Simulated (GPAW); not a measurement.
Two runs for the In K edge of atom 1 in CdInS2 (P-3m1). Run A: GPAW, PBE, excited-electron core hole (neutral cell), 12-atom cell with 6.7 Å between holes, 4×4×3 k points, dipole transitions, Gaussian full width 7.91 eV. Run B has a fault in its input.

Energy from the lowest empty level; intensity scaled to a mean of 1 over the first 20 eV:

| E (eV) | A | B |
| --- | --- | --- |
| -2.0 | 0.45 | 0.70 |
| -1.4 | 0.57 | 0.84 |
| -0.8 | 0.70 | 0.99 |
| -0.2 | 0.83 | 1.14 |
| 0.4 | 0.96 | 1.27 |
| 1.0 | 1.09 | 1.38 |
| 1.6 | 1.20 | 1.46 |
| 2.2 | 1.29 | 1.51 |
| 2.8 | 1.35 | 1.52 |
| 3.4 | 1.39 | 1.49 |
| 4.0 | 1.39 | 1.44 |
| 4.6 | 1.37 | 1.36 |
| 5.2 | 1.33 | 1.26 |
| 5.8 | 1.27 | 1.16 |
| 6.4 | 1.19 | 1.06 |
| 7.0 | 1.12 | 0.97 |
| 7.6 | 1.05 | 0.89 |
| 8.2 | 0.98 | 0.83 |
| 8.8 | 0.93 | 0.78 |
| 9.4 | 0.89 | 0.76 |
| 10.0 | 0.86 | 0.76 |
| 10.6 | 0.83 | 0.77 |
| 11.2 | 0.82 | 0.80 |
| 11.8 | 0.82 | 0.82 |
| 12.4 | 0.82 | 0.85 |
| 13.0 | 0.82 | 0.87 |
| 13.6 | 0.83 | 0.88 |
| 14.2 | 0.84 | 0.88 |
| 14.8 | 0.84 | 0.88 |
| 15.4 | 0.84 | 0.86 |
| 16.0 | 0.85 | 0.84 |
| 16.6 | 0.85 | 0.82 |
| 17.2 | 0.85 | 0.80 |
| 17.8 | 0.84 | 0.78 |
| 18.4 | 0.84 | 0.76 |
| 19.0 | 0.83 | 0.75 |
| 19.6 | 0.82 | 0.75 |
| 20.2 | 0.81 | 0.74 |
| 20.8 | 0.80 | 0.74 |
| 21.4 | 0.79 | 0.74 |
| 22.0 | 0.77 | 0.74 |
| 22.6 | 0.76 | 0.74 |
| 23.2 | 0.75 | 0.75 |
| 23.8 | 0.74 | 0.75 |
| 24.4 | 0.73 | 0.76 |
| 25.0 | 0.73 | 0.78 |
| 25.6 | 0.72 | 0.80 |
| 26.2 | 0.72 | 0.82 |
| 26.8 | 0.73 | 0.85 |
| 27.4 | 0.73 | 0.88 |
| 28.0 | 0.74 | 0.91 |
| 28.6 | 0.75 | 0.93 |
| 29.2 | 0.76 | 0.94 |
| 29.8 | 0.77 | 0.95 |
| 30.4 | 0.78 | 0.94 |

**Question.** What went wrong in run B?

The spectrum is summed over the zone centre alone. Against the first run the r.m.s. difference is 13 %. A shift of -1.2 eV leaves 6 %. The highest intensity below 24 eV goes from 3.8 eV (1.39) to 2.6 eV (1.52). Other settings could leave a like mark; this is the one that was changed.

[Hosts, paths, dates, database ids (printed as entryN), source tags and the programs' standing remarks are cut or masked in the printed files.]

[Lists of maxima count a maximum above −3 eV only where it reaches 4 % of the highest in the window and stands out from its surroundings by 2 % of it (1.5 % where it reaches 55 %); shoulders and weaker maxima are passed over, and of the rest the first, up to two pre-edge ones and the few strongest are named.]
